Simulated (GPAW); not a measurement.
# Nb: optical spectrum from first principles

Aim: the dielectric function of Nb, and the optical constants that follow from it. The cell comes from an older database entry, whose edges can differ from later determinations, mostly by under a per cent.

Main program and level: GPAW 26.7.0; DFT, PBE, plane-wave PAW (GPAW data sets), scalar-relativistic, RPA, optical limit.

The database entry behind the starting cell differs from later determinations by our own check (about 0.8 % long, hydrogen-cycled sample), so it need not match the best structure at ambient conditions.

## 1. The structure

It takes space group Im-3m (No. 229, cubic). The conventional cell has a = 3.328 Å, b = 3.328 Å, c = 3.328 Å, α = 90.00°, β = 90.00°, γ = 90.00°. Nearest to Nb lie 8 Nb at 2.88 Å.

Coordinates:

```
Nb
1.0
    -1.66395    1.66395    1.66395
     1.66395   -1.66395    1.66395
     1.66395    1.66395   -1.66395
Nb
1
Cartesian
  0.0000 0.0000 0.0000
```

## 2. Ground state

The self-consistent density comes first; it also tells whether there is a gap, which decides the occupations and the need for a Drude term.

This step: DFT, PBE, plane-wave PAW (GPAW data sets), scalar-relativistic, ground state (GPAW 26.7.0).

File gs.py:

```python
from ase import Atoms
from ase.dft.bandgap import bandgap
from gpaw import GPAW, PW, FermiDirac

atoms = Atoms(['Nb'],
              cell=[[-1.663950000000, 1.663950000000, 1.663950000000],
                    [1.663950000000, -1.663950000000, 1.663950000000],
                    [1.663950000000, 1.663950000000, -1.663950000000]],
              scaled_positions=[[0.000000000000, 0.000000000000, 0.000000000000]],
              pbc=[True, True, True])
atoms.calc = GPAW(mode=PW(500), xc='PBE', kpts={'size': (9, 9, 9), 'gamma': True},
                  occupations=FermiDirac(0.05), maxiter=150, txt='gs.txt')
print('energy (eV)', atoms.get_potential_energy())
print('Fermi level (eV)', atoms.calc.get_fermi_level())
print('valence electrons', atoms.calc.get_number_of_electrons())
print('gap (eV)', bandgap(atoms.calc, output=None)[0])
print('direct gap (eV)', bandgap(atoms.calc, direct=True, output=None)[0])
atoms.calc.write('gs.gpw')
```

Command:

```console
> OMP_NUM_THREADS=1 python gs.py
```

Numbers of over 12 decimals in the logs are rounded to 6 here.

The log of the run:

```text
__  _  _
 | _ |_)|_||  |
 |__||  | ||/\| - 26.7.0

Versions:
  Python: 3.12.14
  ASE:    3.29.0
  Numpy:  2.5.5
  Scipy:  1.18.1
  Libxc:  7.0.0

Input parameters:
  mode=PW(ecut=500.0),
  kpts=MonkhorstPack(size=(9, 9, 9), gamma=True),
  maxiter=150,
  occupations=Occupations(name='fermi-dirac', width=0.05, fixmagmom=False),
  xc=XC(name='PBE')

Diagonalizing LCAO Hamiltonian
Converting LCAO to pw mode

       Nb

Atoms  # Å, Bohr magnetons
|   | symbol |        x |        y |        z |    initial magnetic moments |
| 0 |     Nb | 0.000000 | 0.000000 | 0.000000 | ( 0.0000,  0.0000,  0.0000) |

Unit cell  # Å
| periodic |         x |         y |         z |  lengths |     angles |
|      yes | -1.663950 |  1.663950 |  1.663950 | 2.882046 | 109.471221 |
|      yes |  1.663950 | -1.663950 |  1.663950 | 2.882046 | 109.471221 |
|      yes |  1.663950 |  1.663950 | -1.663950 | 2.882046 | 109.471221 |

Number of symmetries: 48
Symmetry operations  # r_c * U_cc + t_c -> r_c
|    | kind |            matrix            |
|  0 |  σ   |  1, 1, 1,  0, 0,-1,  0,-1, 0 |
|  1 |  C4  |  1, 1, 1,  0, 0,-1, -1, 0, 0 |
|  2 |  C2  |  1, 1, 1,  0,-1, 0,  0, 0,-1 |
|  3 |  S6  |  1, 1, 1,  0,-1, 0, -1, 0, 0 |
|  4 |  S6  |  1, 1, 1, -1, 0, 0,  0, 0,-1 |
|  5 |  C4  |  1, 1, 1, -1, 0, 0,  0,-1, 0 |
|  6 |  E   |  1, 0, 0,  0, 1, 0,  0, 0, 1 |
|  7 |  σ   |  1, 0, 0,  0, 1, 0, -1,-1,-1 |
|  8 |  σ   |  1, 0, 0,  0, 0, 1,  0, 1, 0 |
|  9 |  C3  |  1, 0, 0,  0, 0, 1, -1,-1,-1 |
| 10 |  C3  |  1, 0, 0, -1,-1,-1,  0, 1, 0 |
| 11 |  σ   |  1, 0, 0, -1,-1,-1,  0, 0, 1 |
| 12 |  σ   |  0, 1, 0,  1, 0, 0,  0, 0, 1 |
| 13 |  C2  |  0, 1, 0,  1, 0, 0, -1,-1,-1 |
| 14 |  C3  |  0, 1, 0,  0, 0, 1,  1, 0, 0 |
| 15 |  S4  |  0, 1, 0,  0, 0, 1, -1,-1,-1 |
| 16 |  S4  |  0, 1, 0, -1,-1,-1,  1, 0, 0 |
| 17 |  C3  |  0, 1, 0, -1,-1,-1,  0, 0, 1 |
| 18 |  C3  |  0, 0, 1,  1, 0, 0,  0, 1, 0 |
| 19 |  S4  |  0, 0, 1,  1, 0, 0, -1,-1,-1 |
| 20 |  σ   |  0, 0, 1,  0, 1, 0,  1, 0, 0 |
| 21 |  C3  |  0, 0, 1,  0, 1, 0, -1,-1,-1 |
| 22 |  C2  |  0, 0, 1, -1,-1,-1,  1, 0, 0 |
| 23 |  S4  |  0, 0, 1, -1,-1,-1,  0, 1, 0 |
| 24 |  C4  |  0, 0,-1,  1, 1, 1,  0,-1, 0 |
| 25 |  σ   |  0, 0,-1,  1, 1, 1, -1, 0, 0 |
| 26 |  S6  |  0, 0,-1,  0,-1, 0,  1, 1, 1 |
| 27 |  C2  |  0, 0,-1,  0,-1, 0, -1, 0, 0 |
| 28 |  C4  |  0, 0,-1, -1, 0, 0,  1, 1, 1 |
| 29 |  S6  |  0, 0,-1, -1, 0, 0,  0,-1, 0 |
| 30 |  S6  |  0,-1, 0,  1, 1, 1,  0, 0,-1 |
| 31 |  C4  |  0,-1, 0,  1, 1, 1, -1, 0, 0 |
| 32 |  C4  |  0,-1, 0,  0, 0,-1,  1, 1, 1 |
| 33 |  S6  |  0,-1, 0,  0, 0,-1, -1, 0, 0 |
| 34 |  σ   |  0,-1, 0, -1, 0, 0,  1, 1, 1 |
| 35 |  C2  |  0,-1, 0, -1, 0, 0,  0, 0,-1 |
| 36 |  C2  | -1, 0, 0,  1, 1, 1,  0, 0,-1 |
| 37 |  S6  | -1, 0, 0,  1, 1, 1,  0,-1, 0 |
| 38 |  S6  | -1, 0, 0,  0, 0,-1,  1, 1, 1 |
| 39 |  C2  | -1, 0, 0,  0, 0,-1,  0,-1, 0 |
| 40 |  C2  | -1, 0, 0,  0,-1, 0,  1, 1, 1 |
| 41 |  i   | -1, 0, 0,  0,-1, 0,  0, 0,-1 |
| 42 |  S4  | -1,-1,-1,  1, 0, 0,  0, 1, 0 |
| 43 |  C3  | -1,-1,-1,  1, 0, 0,  0, 0, 1 |
| 44 |  C3  | -1,-1,-1,  0, 1, 0,  1, 0, 0 |
| 45 |  σ   | -1,-1,-1,  0, 1, 0,  0, 0, 1 |
| 46 |  S4  | -1,-1,-1,  0, 0, 1,  1, 0, 0 |
| 47 |  C2  | -1,-1,-1,  0, 0, 1,  0, 1, 0 |

BZ-sampling:
  Number of BZ points: 729
  Number of IBZ points: 35

  Monkhorst-Pack size: [9, 9, 9]
  Monkhorst-Pack shift: [0, 0, 0]

K-points  # in reciprocal-cell coordinates
|     |                                coordinates |     weight |
|   0 | (  0.00000000,   0.00000000,   0.00000000) | 0.00137174 |
|   1 | (  0.11111111,   0.00000000,   0.00000000) | 0.01646091 |
|   2 | (  0.11111111,   0.11111111,  -0.11111111) | 0.00823045 |
|   3 | (  0.22222222,   0.00000000,  -0.11111111) | 0.03292181 |
|   4 | (  0.22222222,   0.00000000,   0.00000000) | 0.01646091 |
|   5 | (  0.22222222,   0.11111111,  -0.11111111) | 0.03292181 |
|   6 | (  0.22222222,   0.22222222,  -0.22222222) | 0.00823045 |
|   7 | (  0.33333333,  -0.11111111,  -0.11111111) | 0.01097394 |
|   8 | (  0.33333333,   0.00000000,  -0.11111111) | 0.06584362 |
|   9 | (  0.33333333,   0.00000000,   0.00000000) | 0.01646091 |
| ... |                                            |            |
|  34 | (  0.44444444,   0.44444444,   0.44444444) | 0.01097394 |

Plane wave coefficients: 477
Cutoff: 500.0 eV

Spin-components: 1 (collinear spins)
Bands:           12
Projectors:      6
Spin-degeneracy: 2
Datatype:        complex128

Parallelization:
  kpt:    1
  domain: 1
  band:   1

Density:
  Valence electrons: 13.0
  Components: 1
  Grid points: [15 15 15]
  Charge: 0.0  # |e|

Potential:
  Grid points: [15 15 15]

species:
  Nb:
    name:    Niobium
    id:
    Z:       41.0
    valence: 13
    core:    28
    charge:  0.0  # [|e|]
    compensation charges:
      type: gauss
      rc: 0.40  # [Å]
      lmax: 2
    cutoffs:
      filter: 2.35  # [Å]
      core: 1.51  # [Å]
    projectors
    | kind |    occ | energy [eV] | rcut [Å] |
    |   4s |  2.000 |     -58.361 |    1.323 |
    |   5s |  1.000 |      -3.980 |    1.323 |
    |   4p |  6.000 |     -34.526 |    1.323 |
    |   5p |  0.000 |      -1.111 |    1.323 |
    |   4d |  4.000 |      -3.041 |    1.244 |
    |    d |        |      24.171 |    1.244 |

    Using partial waves for Nb as LCAO basis

Reference energy: -103906.147789  # eV

eigensolver:
  PPCG
  Converge bands: occupied
  niter=2

density mixing:
  MSR1-Mixer
  Pratt-step length: 0.05
  Maximum mixing coefficient: 0.75
  Old densities: 10
  SVD Regularization: 0.005
  Good broyden scale: 1.0
  Trust region scale: 1.0
  Backstep threshold: 4.0
  History deletion threshold: 6.0
  Fourier metric: weight=20.0, sigma=0.015

occupation numbers:
  Fermi-Dirac:
    width: 0.0500  # eV

poisson solver:
  ecut: 4000.0  # eV

xc functional:
  name: PBE with 2 nearest neighbor stencil

convergence criteria:
- Maximum [total energy] change in last 3 cyles: 0.0005 eV / valence electron
- Maximum integral of absolute [dens]ity change: 0.0001 electrons / valence electron
- Maximum integral of absolute [eigenst]ate change: 4e-08 eV^2 / valence electron
maximum number of iterations: 150

SCF iterations
|iter     |      energy | eigst |  dens |
|iter:   1||  -10.969097 | +0.07 |       |
|iter:   2||  -10.865623 | -2.22 | -1.02 |
|iter:   3||  -10.357080 | -1.12 | -1.06 |
|iter:   4||  -10.356524 | -2.76 | -1.79 |
|iter:   5||  -10.357143c| -3.85 | -2.13 |
|iter:   6||  -10.357147c| -5.65 | -3.45 |
|iter:   7||  -10.357148c| -6.74 | -3.90 |
|iter:   8||  -10.357148c| -8.10c| -5.18c|

Converged in 8 steps
SCF loop duration: 2.893 s (0.362 s/step)
Energy contributions relative to reference atoms: (reference = -103906.147789)

Energy contributions:
  Kinetic:          -2.646674
  Coulomb:          -2.224707
  Zero:             -0.031030
  External:          0.000000
  Xc:               -5.448667
  Entropy:          -0.012139
  Spinorbit:         0.000000
  ----------------------------
  Free energy:     -10.363218
  Extrapolated:    -10.357148

dipole moment: (-6.089607, -6.089607, -6.089607)  # |e|*Ang

Fermi level: 11.023
Eigenvalues  # (at kpt = [0.000, 0.000, 0.000])
| band index |      eig [eV] | occ [0-2] |
|          0 |       -43.371 |     2.000 |
|          1 |       -18.769 |     2.000 |
|          2 |       -18.769 |     2.000 |
|          3 |       -18.769 |     2.000 |
|          4 |         5.163 |     2.000 |
|          5 |        11.398 |     0.001 |
|          6 |        11.398 |     0.001 |
|          7 |        11.398 |     0.001 |
|          8 |        14.216 |     0.000 |
|          9 |        14.216 |     0.000 |
|         10 |        35.601 |     0.000 |
|         11 |        35.601 |     0.000 |

No gap
No difference between direct/indirect transitions

--- standard output ---
energy (eV) -10.357148
Fermi level (eV) 11.023217
valence electrons 13.0
gap (eV) 0.0
direct gap (eV) 0.0
```

Wall time 4.7 s (1 thread of Arm Neoverse V1, shared host); peak memory 0.12 GiB.

This step gave:

| Property | Result |
| --- | --- |
| energy | -10.36 eV |
| Fermi energy | 11.02 eV |
| electrons | 13 |

There are states at the Fermi level within the smearing, so the occupations stay smeared and the carriers get a Drude term.

## 3. Bands for the response

At the fixed density, many empty bands are solved on the mesh of the response, since the spectrum sums over them.

This step: DFT, PBE, plane-wave PAW (GPAW data sets), scalar-relativistic, bands at fixed density (GPAW 26.7.0).

File nscf.py:

```python
from ase.dft.bandgap import bandgap
from gpaw import GPAW, FermiDirac

calc = GPAW('gs.gpw').fixed_density(kpts={'size': (18, 18, 18), 'gamma': True}, nbands=25, convergence={'bands': 19},
                                    occupations=FermiDirac(0.05), txt='nscf.txt')
print('gap (eV)', bandgap(calc, output=None)[0])
print('direct gap (eV)', bandgap(calc, direct=True, output=None)[0])
print('top band over the Fermi level (eV)', min(calc.get_eigenvalues(kpt=k)[18] for k in range(len(calc.get_ibz_k_points()))) - calc.get_fermi_level())
calc.write('full.gpw', mode='all')
```

Command:

```console
> OMP_NUM_THREADS=1 python nscf.py
```

The log of the run:

```text
Diagonalizing LCAO Hamiltonian
Converting LCAO to pw mode
convergence criteria:
- Maximum integral of absolute [eigenst]ate change: 4e-08 eV^2 / valence electron
maximum number of iterations: 150

SCF iterations
|iter     |      energy | eigst |  dens |
|iter:   1||             | +2.95 |       |
|iter:   2||             | +0.74 |       |
|iter:   3||             | -1.64 |       |
|iter:   4||             | -3.60 |       |
|iter:   5||             | -5.72 |       |
|iter:   6||             | -7.29 |       |
|iter:   7||             | -8.29c|       |
SCF steps: 7
  __  _  _
 | _ |_)|_||  |
 |__||  | ||/\| - 26.7.0

Versions:
  Python: 3.12.14
  ASE:    3.29.0
  Numpy:  2.5.5
  Scipy:  1.18.1
  Libxc:  7.0.0

Input parameters:
  mode=PW(ecut=500.0),
  convergence={'bands': 19},
  gpts=array([15, 15, 15]),
  kpts=MonkhorstPack(size=(18, 18, 18), gamma=True),
  maxiter=150,
  nbands=25,
  occupations=Occupations(name='fermi-dirac', width=0.05, fixmagmom=False),
  parallel={},
  xc=XC(name='PBE')

--- standard output ---
gap (eV) 0.0
direct gap (eV) 0.0
top band over the Fermi level (eV) 27.835162
```

Elapsed: 28 s, on 1 thread; peak memory 0.18 GiB.

## 4. Dielectric function, RPA

Transitions between filled and empty bands, summed over the zone, give the optical response, so mesh, band count and broadening shape it.

The induced potential is part of this response.

This step: DFT, PBE, plane-wave PAW (GPAW data sets), scalar-relativistic, RPA, optical limit (GPAW 26.7.0).

File df.py:

```python
from gpaw.response.df import DielectricFunction

df = DielectricFunction('full.gpw', frequencies={'type': 'nonlinear', 'domega0': 0.03, 'omega2': 8},
                        ecut=50,
                        eta=0.15,
                        nbands=19,
                        rate=0.05,
                        txt='df.txt')
for direction in ['x']:
    df.get_dielectric_function(xc='RPA', direction=direction, filename=f'df_{direction}.csv')
```

Command:

```console
> OMP_NUM_THREADS=1 python df.py
```

The log of the run:

```text
Using integrator: PointIntegrator
NonLinearFrequencyDescriptor(from 0.000 to 90.926 eV, 532 points)
Nonperiodic BCs:  [False False False]
Using integrator: PointIntegrator
NonLinearFrequencyDescriptor(from 0.000 to 90.926 eV, 532 points)
Nonperiodic BCs:  [False False False]
Using integrator: PointIntegrator

Calculating chi0 body with:
    Ground state adapter containing:
    Number of spins: 1
    Number of kpoints: 5832
    Number of irreducible kpoints: 195
    Number of completely occupied states: 5
    Number of partially occupied states: 8

    Linear response parametrization:
    q_c: [0.0, 0.0, 0.0]
    Number of frequency points: 532
    Planewave cutoff: 50.0
    Number of bands: 19
    Number of planewaves: 13
    Broadening (eta): 0.15

Integrating chi0 body.

Symmetries of q_c:
    Direct symmetries (Uq -> q): 48
    Indirect symmetries (TUq -> q): 0
In total 48 allowed symmetries.

195 groups of equivalent kpoints. 96.656379% reduction.

Integral kind: spectral function

Calculating chi0 optical extensions with:
    Ground state adapter containing:
    Number of spins: 1
    Number of kpoints: 5832
    Number of irreducible kpoints: 195
    Number of completely occupied states: 5
    Number of partially occupied states: 8

    Linear response parametrization:
    Number of frequency points: 532
    Planewave cutoff: 50.0
    Number of bands: 19
    Number of planewaves: 13
    Broadening (eta): 0.15
Integrating chi0 head and wings.

Symmetries of q_c:
    Direct symmetries (Uq -> q): 48
    Indirect symmetries (TUq -> q): 0
In total 48 allowed symmetries.

195 groups of equivalent kpoints. 96.656379% reduction.

Integral kind: spectral function wings

Calculating drude chi0 with:
    Number of frequency points:532
    Plasma frequency decay rate: 0.05 eV

    Ground state adapter containing:
    Number of spins: 1
    Number of kpoints: 5832
    Number of irreducible kpoints: 195
    Number of completely occupied states: 5
    Number of partially occupied states: 8

Symmetries of q_c:
    Direct symmetries (Uq -> q): 48
    Indirect symmetries (TUq -> q): 0
In total 48 allowed symmetries.

195 groups of equivalent kpoints. 96.656379% reduction.

Integral kind: intraband
Plasma frequency:
[[8.45+0.j 0.  -0.j 0.  -0.j]
 [0.  -0.j 8.45+0.j 0.  -0.j]
 [0.  -0.j 0.  +0.j 8.45+0.j]]
```

Wall time 8.5 s (1 thread); peak memory 0.19 GiB.

Some rows of df_x.csv (energy; Re and Im without local fields; Re and Im with them):

```text
0.000000, 28566.942188, 0.000000, 28566.850004, 0.000000
0.460735, -302.588704, 78.248347, -302.684791, 78.255468
0.943989, -56.486623, 16.980924, -56.589415, 16.986158
1.451455, -14.226700, 14.373222, -14.337996, 14.364801
1.984998, -1.466032, 20.052577, -1.578490, 20.023975
2.546682, -2.503556, 17.466991, -2.590548, 17.419343
3.138794, -2.335270, 16.064290, -2.402486, 16.005351
3.763875, 3.320947, 16.582620, 3.302291, 16.564119
4.424758, -6.962091, 21.053852, -7.015875, 21.119226
5.124608, -9.195581, 9.915404, -9.284087, 9.937032
5.866977, -7.142403, 5.217550, -7.246883, 5.221603
6.655862, -4.772848, 3.225062, -4.869575, 3.216699
7.495775, -4.115354, 3.326247, -4.223917, 3.325840
8.391833, -2.664300, 1.528267, -2.766497, 1.512007
9.349861, -0.847138, 1.066645, -0.934707, 1.060479
10.376517, -0.297545, 1.842927, -0.387080, 1.862138
11.479449, -0.428985, 2.275851, -0.560832, 2.331899
12.667487, -0.189709, 1.659886, -0.411427, 1.697762
13.950874, -0.106220, 2.277077, -0.334208, 2.078481
```

Sum at mesh points, not converged in k. The Im ε, E ∥ x by photon energy; read off at these points:

```csv
photon energy (eV),"Im ε, E ∥ x"
0.50,62.5
0.75,23.4
1.00,16.2
1.25,14.9
1.50,14.1
1.75,15.8
2.00,20.0
2.25,19.0
2.50,18.1
2.75,15.9
3.00,17.8
3.25,14.4
3.50,13.2
3.75,16.3
4.00,19.0
4.25,22.9
4.50,20.5
4.75,14.2
5.00,10.3
5.25,9.14
5.50,7.22
5.75,5.65
6.00,4.83
6.25,4.16
6.50,3.58
6.75,2.94
7.00,3.14
7.25,4.24
7.50,3.31
7.75,2.66
8.00,2.01
8.25,1.74
8.50,1.45
8.75,1.22
9.00,1.05
9.25,0.997
9.50,1.17
9.75,1.30
10.00,1.77
10.25,2.03
10.50,1.84
10.75,2.24
11.00,2.07
11.25,2.23
11.50,2.29
11.75,1.96
12.00,2.07
12.25,2.26
12.50,1.79
12.75,1.74
13.00,1.76
13.25,1.97
13.50,2.07
13.75,1.93
```

Values under 1 per cm are given as 1; sum at mesh points, not converged in k. Table of absorption coefficient, E ∥ x by photon energy:

```csv
photon energy (eV),"absorption coefficient, E ∥ x (1/cm)"
0.492,8.2e5
1.010,7.1e5
1.486,6.0e5
1.985,6.6e5
2.508,8.2e5
3.018,9.5e5
3.510,8.6e5
3.980,1.2e6
4.516,1.8e6
4.981,1.8e6
5.515,1.8e6
6.021,1.7e6
6.494,1.6e6
6.985,1.4e6
7.496,1.7e6
8.026,1.6e6
8.516,1.4e6
9.023,1.2e6
9.483,9.9e5
10.026,9.8e5
10.519,1.0e6
11.029,1.2e6
11.479,1.4e6
12.023,1.3e6
12.504,1.4e6
13.000,1.3e6
13.512,1.5e6
```

The loss function −Im 1/ε at q → 0, E ∥ x has structure finer than the step of the table below, so its rows give means over 0.5 eV, whole bins alone (the curve runs from 0.305 to 14.0 eV). Peaks (eV: height): 9.75: 0.720, 13.00: 0.560.

Sum at mesh points, not converged in k. Loss function −Im 1/ε at q → 0, E ∥ x against energy loss; means over each step:

```csv
energy loss (eV),"loss function −Im 1/ε at q → 0, E ∥ x"
1.0,0.00765
1.5,0.0418
2.0,0.0526
2.5,0.0566
3.0,0.0597
3.5,0.0705
4.0,0.0511
4.5,0.0413
5.0,0.0491
5.5,0.0562
6.0,0.0699
6.5,0.0882
7.0,0.144
7.5,0.121
8.0,0.128
8.5,0.165
9.0,0.283
9.5,0.606
10.0,0.584
10.5,0.494
11.0,0.465
11.5,0.432
12.0,0.465
12.5,0.486
13.0,0.547
13.5,0.482
```

The reflectivity at normal incidence, E ∥ x has structure finer than the step of the table below, so its rows give means over 0.5 eV, whole bins alone (the curve runs from 0.305 to 14.0 eV). Peaks (eV: height): 5.71: 69.6, 7.97: 65.8, 12.42: 31.0.

Sum at mesh points, not converged in k. Reflectivity at normal incidence, E ∥ x against photon energy; means over each step:

```csv
photon energy (eV),"reflectivity at normal incidence, E ∥ x (%)"
1.0,90.6
1.5,68.1
2.0,54.5
2.5,53.6
3.0,52.1
3.5,46.7
4.0,52.0
4.5,63.6
5.0,67.8
5.5,68.8
6.0,68.3
6.5,66.6
7.0,56.0
7.5,60.1
8.0,64.8
8.5,64.3
9.0,57.7
9.5,35.9
10.0,21.5
10.5,22.9
11.0,24.0
11.5,26.4
12.0,24.8
12.5,28.2
13.0,22.4
13.5,24.0
```

Sum at mesh points, not converged in k. Im ε, E ∥ x against photon energy; read off at these points:

```csv
photon energy (eV),without local fields,with local fields
0.50,62.5,62.5
1.00,16.2,16.2
1.50,14.1,14.1
2.00,20.1,20.0
2.50,18.1,18.1
3.00,17.8,17.8
3.50,13.3,13.2
4.00,19.0,19.0
4.24,22.8,22.8
4.50,20.4,20.5
5.00,10.3,10.3
5.50,7.20,7.22
6.00,4.83,4.83
6.50,3.58,3.58
7.00,3.15,3.14
7.50,3.31,3.31
8.00,2.01,2.01
8.50,1.46,1.45
9.00,1.06,1.05
9.50,1.18,1.17
10.00,1.75,1.77
10.50,1.82,1.84
11.00,2.03,2.07
11.50,2.24,2.29
12.00,2.02,2.07
12.50,1.74,1.79
13.00,1.74,1.76
13.50,2.16,2.07
```

At chosen wavelengths:

```csv
wavelength (nm),n,k,R (%),1/α
1550,1.11,9.405,95.2,13 nm
800,1.88,3.691,65.7,17 nm
532,2.91,3.214,54.6,13 nm
405,2.76,3.109,53.6,10 nm
365,2.53,2.556,46.7,11 nm
308,3.23,2.980,51.7,8.2 nm
193,0.77,2.478,66.8,6.2 nm
```

In reflection the computed colour is light grey: x = 0.318, y = 0.337, luminous reflectivity 55 %.

## 5. Results

In words: At this level (PBE, RPA) Nb is a metal. The mesh is too coarse to trust the carriers' weight, the reflectivity or the colour to better than tens of per cent. In reflection the computed colour is light grey: x = 0.318, y = 0.337, luminous reflectivity 55 %. The carriers' damping of 0.05 eV is typed, not computed; it shapes the response at the lowest energies. In this version of GPAW the matrix elements of the optical limit are incomplete, which can lower ε − 1 by up to a tenth where first-row anions or d states rule, and shift it by more in d metals. GPAW's carrier term has the form −ωp²/(ω + i·rate)², which damps like twice the rate and fails at low energy, so the curves leave the lowest energies out. The sum runs over mesh points 0.15 Å⁻¹ apart with no interpolation, so peaks are partly noise of the mesh, and the Drude plasma energy, a sum over the Fermi surface, isn't converged.

[Machine, clock and banner lines and Python warnings are left out of the logs.]

[Logs are printed without paths, hosts, clocks, repeated set-up lines and the standing remarks that a program may print on its own settings, such as how far it seeks lower states.]

[Hosts, paths, dates, database ids (printed as entryN), source tags and the programs' standing remarks are cut or masked in the printed files.]
